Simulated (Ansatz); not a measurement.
**PbC (model cell, started as CsCl type): from the cell to its phonons**

Wanted: phonon frequencies of PbC (model cell, started as CsCl type) and what follows from them.

Method: DFT LDA, scalar-relativistic, plane waves, PAW, in Ansatz 0.2.0.

The structure was built from a prototype and need not be the compound's stable phase.

## 1. The structure

It takes space group Pm-3m (No. 221, cubic). The conventional cell has a = 2.732 Å, b = 2.732 Å, c = 2.732 Å, α = 90.00°, β = 90.00°, γ = 90.00°. Nearest to Pb lie 8 C at 2.37 Å. Nearest to C lie 8 Pb at 2.37 Å. Farther neighbours are not listed.

## 2. Coarse relaxation

The start is far from rest, so a relaxation with loose tolerances brings it close first.

The input, input.yaml:

```yaml
crystal:
  lattice:
    - [2.73202, 0.0, 0.0]
    - [0.0, 2.73202, 0.0]
    - [0.0, 0.0, 2.73202]
  atoms:
    - { symbol: Pb, position: [0.0, 0.0, 0.0] }
    - { symbol: C, position: [0.5, 0.5, 0.5] }
kpoints:
  mp_grid: { grid: [8, 8, 8] }
hamiltonian:
  xc: lda
scf:
  occupations: { method: gaussian, width: 0.1 }
output:
  forces: true
  stress: true
  eigenvalues: true
relax:
  adjacent_minimum: "off"
  f_tol: 0.05
  max_steps: 80
  cell: { stress_tol: 0.5 }
```

The run is started by

```console
ansatz run input.yaml --threads 4 --pin off --max-ram 7168MiB --backend cpu --events-out ev --progress --plain --runs-dir out
```

Numbers of over 12 decimals in the logs are rounded to 6 here.

The log of the run:

```text
The last accepted step is kept in <dir> (removed where the run ends without a failure and the disk answers)
Engine: ansatz 0.2.0, aarch64-unknown-linux-gnu
Pseudopotentials: kind: paw
Pseudopotential: Pb, paw, valence charge 14, recommended cutoff 420 eV (normal), Pb.paw.azcp
Pseudopotential: C, paw, valence charge 4, recommended cutoff 420 eV (normal), C.paw.azcp
Functional definition: SPW92
  exchange = slater_x
[...]
--- Relaxed structure (8 steps of the walk, 8 accepted, 2 SCFs on fresh bases) ---
  F+E_penalty+E_count = -11840.66577642 eV   max|allowed force component| = 3.484e-30 eV/Å   (the final SCF, on the basis selected at the relaxed cell)
  cell:  # Å, volume = 32.1350 Å³
    - [3.179262, 0, 0]
    - [0, 3.179262, 0]
    - [0, 0, 3.179262]
  atoms:
    - { symbol: Pb, position: [0, 0, 0] }
    - { symbol: C, position: [0.500000, 0.500000, 0.500000] }
[key lines of the parts left out:]
SCF converged after 6 iterations
Free energy (F): -11840.665776 eV
Fermi energy:    12.326441 eV
P = ⅓ Tr σ = 0.0609 GPa (0.609 kbar)
```

The job ended after 4 s (4 threads of Arm Neoverse V1, shared host; peak memory 0.3 GiB; 13 s of CPU time).

The steps of the relaxation:

```
step  energy less that of the first step (eV)  largest force component (eV/Å)  pressure (GPa)  volume (Å³)
   1                                   0.0000                          0.0000          130.14        20.39
   2                                  -1.8206                          0.0000           63.29        23.52
   3                                  -2.7107                          0.0000           24.37        26.96
   4                                  -2.9599                          0.0000            7.14        29.66
   5                                  -2.9898                          0.0000           -0.97        31.41
   6                                  -2.9908                          0.0000            0.01        31.18
  7*                                  -3.0850                          0.0000            3.22        31.18
   8                                  -3.0929                          0.0000            0.68        31.93
   9                                  -3.0930                          0.0000            0.06        32.14
 10*                                  -3.0944                          0.0000            0.06        32.14
```

Relaxation steps marked * repeat the geometry before them on a plane-wave basis chosen anew for their cell, so energy and pressure can jump there.

Forces are held to the 48 operations that the run works with; a distortion that breaks them can't arise in this run.

| cell as run | before | after | change |
| --- | --- | --- | --- |
| a (Å) | 2.732 | 3.179 | +16.4 % |
| b (Å) | 2.732 | 3.179 | +16.4 % |
| c (Å) | 2.732 | 3.179 | +16.4 % |
| volume (Å³/atom) | 10.20 | 16.07 | +57.6 % |

Final coordinates:

```cif
data_structure
_symmetry_space_group_name_H-M 'P 1'
_symmetry_Int_Tables_number 1
_cell_length_a 3.1793
_cell_length_b 3.1793
_cell_length_c 3.1793
_cell_angle_alpha 90.000
_cell_angle_beta 90.000
_cell_angle_gamma 90.000
_cell_volume 32.14
loop_
_atom_site_label
_atom_site_type_symbol
_atom_site_fract_x
_atom_site_fract_y
_atom_site_fract_z
_atom_site_occupancy
Pb1 Pb 0.00000 0.00000 0.00000 1
C2 C 0.50000 0.50000 0.50000 1
```

This step gave:

| Item | Value |
| --- | --- |
| pressure | 0.06086 GPa |
| volume per atom | 16.07 Å³ |
| gap on the k-mesh | 0 eV |

In this step the volume went from 10.20 to 16.07 Å³/atom.

## 3. Relaxation

Harmonic phonons are second derivatives at a point where the forces vanish, and they are wanted at zero stress, so atoms and cell are relaxed first.

input.yaml, the sections that differ from step 2:

```yaml
crystal:
  lattice:
    - [3.1792618751, 0.0, 0.0]
    - [0.0, 3.1792618751, 0.0]
    - [0.0, 0.0, 3.1792618751]
  atoms:
    - { symbol: Pb, position: [0.0, 0.0, 0.0] }
    - { symbol: C, position: [0.5, 0.5, 0.5] }
kpoints:
  mp_grid: { grid: [12, 12, 12] }
relax:
  adjacent_minimum: "off"
  f_tol: 0.005
  max_steps: 80
  cell: { stress_tol: 0.05 }
# hamiltonian, scf, output: as in step 2
```

The log of the run:

```text
[...]
Crystal: 2 atoms, lattice volume = 32.135 Å³
Basis set: ecut = 420 eV, 619 PW (Γ)
Bands: 13, of which v1, the nominal top of the filled ones, is band 9 counted from 1 (8 counted from 0)
Symmetry: 48 space group operations
[...]
k-points: 84 of 1728
[...]
k-point 83: bands = [... 5 lower, 4.3630, 8.1584, 10.7054, 10.7054, 10.7054, 11.8524, 11.8524, 11.8524, ... 4 higher]
--- Relaxed structure (3 steps of the walk, 2 accepted, 1 SCFs on fresh bases) ---
[...]
cell:  # Å, volume = 32.3688 Å³
    - [3.186951, 0.0, 0.0]
    - [0, 3.186951, 0.0]
    - [0.0, 0.0, 3.186951]
  atoms:
    - { symbol: Pb, position: [0, 0, 0] }
    - { symbol: C, position: [0.500000, 0.500000, 0.500000] }
[key lines of the parts left out:]
SCF converged after 8 iterations
Free energy (F): -11840.696312 eV
Fermi energy:    12.124877 eV
P = ⅓ Tr σ = -0.0066 GPa (-0.066 kbar)
```

The job ended after 4.2 s (4 threads; peak memory 0.35 GiB; 13 s of CPU time).

Relaxation path:

```
step  energy less that of the first step (eV)  largest force component (eV/Å)  pressure (GPa)  volume (Å³)
   1                                   0.0000                          0.0000            0.74        32.14
   2                                   0.0019                          0.0000           -1.26        32.77
   3                                  -0.0002                          0.0000           -0.02        32.37
  4*                                  -0.0005                          0.0000           -0.01        32.37
```

Relaxation steps marked * repeat the geometry before them on a plane-wave basis chosen anew for their cell, so energy and pressure can jump there. Relaxation step 2 was tried and not accepted.

The run keeps the 48 symmetry operations that it works with, so distortions that break them were not tested.

```
conventional cell, symmetrised  before  after  change
                         a (Å)   3.179  3.187  +0.2 %
                         b (Å)   3.179  3.187  +0.2 %
                         c (Å)   3.179  3.187  +0.2 %
              volume (Å³/atom)   16.07  16.18  +0.7 %
```

Final coordinates:

```xyz
2
Lattice="3.1870 0.0000 0.0000 0.0000 3.1870 0.0000 0.0000 0.0000 3.1870" Properties=species:S:1:pos:R:3 pbc="T T T"
Pb    0.0000    0.0000    0.0000
C     1.5935    1.5935    1.5935
```

Numbers from this step:

```
pressure        : -0.006637 GPa
volume per atom : 16.18 Å³
```

In this step the volume went from 16.07 to 16.18 Å³/atom.

## 4. Tight relaxation

Phonons need a cell at rest on their own settings, so the relaxation is repeated with tight tolerances on forces and stress, using the mesh and the filling of the phonon run that follows.

input.yaml, the sections that differ from step 3:

```yaml
crystal:
  lattice:
    - [3.1869511791, 0.0, 0.0]
    - [0.0, 3.1869511791, 0.0]
    - [0.0, 0.0, 3.1869511791]
  atoms:
    - { symbol: Pb, position: [0.0, 0.0, 0.0] }
    - { symbol: C, position: [0.5, 0.5, 0.5] }
scf:
  occupations: { method: methfessel_paxton, width: 0.15 }
relax:
  adjacent_minimum: "off"
  f_tol: 0.001
  max_steps: 60
  cell: { stress_tol: 0.01 }
# kpoints, hamiltonian, output: as in step 3
```

The log of the run:

```text
[...]
Crystal: 2 atoms, lattice volume = 32.369 Å³
Basis set: ecut = 420 eV, 619 PW (Γ)
Bands: 13, of which v1, the nominal top of the filled ones, is band 9 counted from 1 (8 counted from 0)
Symmetry: 48 space group operations
[...]
k-points: 84 of 1728
[...]
k-point 83: bands = [... 5 lower, 4.3648, 8.1621, 10.7073, 10.7073, 10.7073, 11.8549, 11.8549, 11.8549, ... 4 higher]
--- Relaxed structure (3 steps of the walk, 2 accepted, 1 SCFs on fresh bases) ---
[...]
cell:  # Å, volume = 32.3637 Å³
    - [3.186786, 0.0, 0.0]
    - [0.0, 3.186786, 0]
    - [0.0, 0, 3.186786]
  atoms:
    - { symbol: Pb, position: [0, 0, 0] }
    - { symbol: C, position: [0.5, 0.5, 0.5] }
[key lines of the parts left out:]
SCF converged after 5 iterations
Free energy (F): -11840.693253 eV
Fermi energy:    12.127671 eV
P = ⅓ Tr σ = -0.0003 GPa (-0.003 kbar)
```

Wall time 3.4 s (4 threads); peak memory 0.34 GiB; 12 s of CPU time.

Little changed from the start: no atom moved by 0.005 Å and no cell edge by 0.1 %.

This step gave:

```yaml
pressure: -2.98e-4 GPa
```

The forces vanish by symmetry and the pressure is 0.000 GPa, within the tolerances set. The cell now holds 16.18 Å³/atom.

## 5. Linear response at the zone centre

The zone centre comes first: it holds the modes that light can see, as far as symmetry allows. No field response is asked, since the mesh shows no gap.

input.yaml, the sections that differ from step 4:

```yaml
crystal:
  lattice:
    - [3.1867856418, 0.0, 0.0]
    - [0.0, 3.1867856418, 0.0]
    - [0.0, 0.0, 3.1867856418]
  atoms:
    - { symbol: Pb, position: [0.0, 0.0, 0.0] }
    - { symbol: C, position: [0.5, 0.5, 0.5] }
output:
  eigenvalues: true
phonons:
  method: dfpt
# kpoints, hamiltonian, scf: as in step 4
# relax: removed
```

The log of the run:

```text
[...]
Crystal: 2 atoms, lattice volume = 32.364 Å³
Basis set: ecut = 420 eV, 619 PW (Γ), exchange–correlation on 48×48×48 points (8 copies of the dense FFT grid, shifted against one another)
Bands: 13, of which v1, the nominal top of the filled ones, is band 9 counted from 1 (8 counted from 0)
Symmetry: 48 space group operations
k-points: 196 of 1728 (irreducible under 8 space group operations, time reversal used)
[...]
SCF iter   1: F=—  HF=-11840.704189 eV  |F-HF|=—  |Δ(HF+E_count)|=         —  Δρ=8.78e-3  dr2=3.56e-2  ethr=1.77e-3  ⟨swp⟩=5.6  Hψ=32956  notcnv=0  defer=111
[...]
SCF iter   8: F=-11840.693254 eV  HF=-11840.693254 eV  |F-HF|=1.09e-11  |Δ(HF+E_count)|=  8.66e-10  S|Δr|=    0.00e0  Δρ=1.37e-7  dr2=5.15e-12  ethr=1.00e-12  ⟨swp⟩=10.2  Hψ=22183  notcnv=0
SCF 1 converged in 8 iterations: F = -11840.693254 eV  dr2 = 5.15e-12
[...]
DFPT response loops at Γ: preconditioner auto → Kerker (q_TF=auto, 2.474 Å⁻¹) (partly filled bands, converged f_vac=0.000); β = 1.00, the filter's whole step (`scf.mixing.beta` (0.50) is not read by the response loops under this deck's `scf.mixing.preconditioner`; to damp them name `kerker` or `kerker_dos`, under which they read `scf.mixing.beta`, and type it under 1.00, their step now; both keys bind the ground state too); Broyden in place of MSR1
SCF converged after 8 iterations
[...]
Free energy (F): -11840.693254 eV
[...]
Internal energy: -11840.692501 eV  (E = F + TS)
E sigma→0 (E₀):  -11840.693065 eV
Entropy (-TS):   -0.000753 eV (-0.376 meV/atom)
Fermi energy:    12.127672 eV
[...]
--- Band table (eV; the first three rows and the last of 196) ---
  k-point 0: bands = [... 5 lower, -1.8101, 8.5090, 11.3537, 11.3537, 11.3537, 20.3757, 20.3757, 21.7437, ... 4 higher]
  k-point 1: bands = [... 5 lower, -1.7055, 8.1115, 11.4432, 11.4432, 11.5117, 19.9427, 20.4168, 21.5817, ... 4 higher]
  k-point 2: bands = [... 5 lower, -1.3890, 7.1403, 11.6996, 11.6996, 11.8587, 18.9515, 20.5383, 21.1104, ... 4 higher]
  k-point 195: bands = [... 5 lower, 4.3648, 8.1621, 10.7073, 10.7073, 10.7073, 11.8549, 11.8549, 11.8549, ... 4 higher]
--- Phonons (Γ-DFPT): 2 representative perturbations + reference, on 196 of 1728 k-points (Σ response iterations 7) ---
  k mesh reduced under 8 symmetry operations, with k and −k counted as one. Each operation leaves every solved perturbation unchanged. A smaller set is not used because it would not reduce the number of displacements times k-points to solve
  ASR residual: 1.651e-4 → 0.000e0 eV/Å²; symmetrization residual: 2.050e-6 eV/Å²
  ASR residual per site (eV/Å²): 1.98e-5 1.65e-4
  Γ frequencies (cm⁻¹): -72.66 -72.66 -72.66 0.00 0.00 0.00
  non-analytic LO–TO correction: not included (Born effective charges unavailable; polar crystals: no LO–TO splitting at Γ)
```

The job ended after 7.4 s (4 threads; peak memory 0.56 GiB; 27 s of CPU time).

The column dr2 measures how far the density is from self-consistency, as an energy; F and HF (Harris–Foulkes) agree once it is small.

Numbers from this step:

| Quantity | Value |
| --- | --- |
| sum-rule residual before enforcement | 1.65e-4 eV/Å² |
| point group | m-3m |
| highest optical mode at the zone centre (no LO-TO term) | -72.66 cm⁻¹ |
| lowest optical zone-centre mode | -72.66 cm⁻¹ |

Patterns of degenerate modes are one choice out of their space. The modes at Γ (shares of kinetic energy by element, %) (negative means imaginary):

```
mode  frequency (cm⁻¹)  symmetry  Pb %  C %
   1             -72.7       T1u     5   95
   2             -72.7       T1u     5   95
   3             -72.7       T1u     5   95
   4               0.0  acoustic    95    5
   5               0.0  acoustic    95    5
   6               0.0  acoustic    95    5
```

Displacements in mode 1 (-72.7 cm⁻¹), the largest set to 1:
```
Pb1  0.00  0.00 -0.06
C2   0.00  0.08  1.00
```

Before it was imposed, the acoustic sum rule was missed by 1.7e-4 eV/Å². Small misses are needed for a sound result but don't prove that mesh and cutoff are converged. The lowest optical mode is imaginary, 72.7i cm⁻¹, so the energy falls along it.

[end of part 1 of 2]

[Logs are printed without paths, hosts, clocks, repeated set-up lines and the standing remarks that a program may print on its own settings, such as how far it seeks lower states.]

[Hosts, paths, dates, database ids (printed as entryN), source tags and the programs' standing remarks are cut or masked in the printed files.]
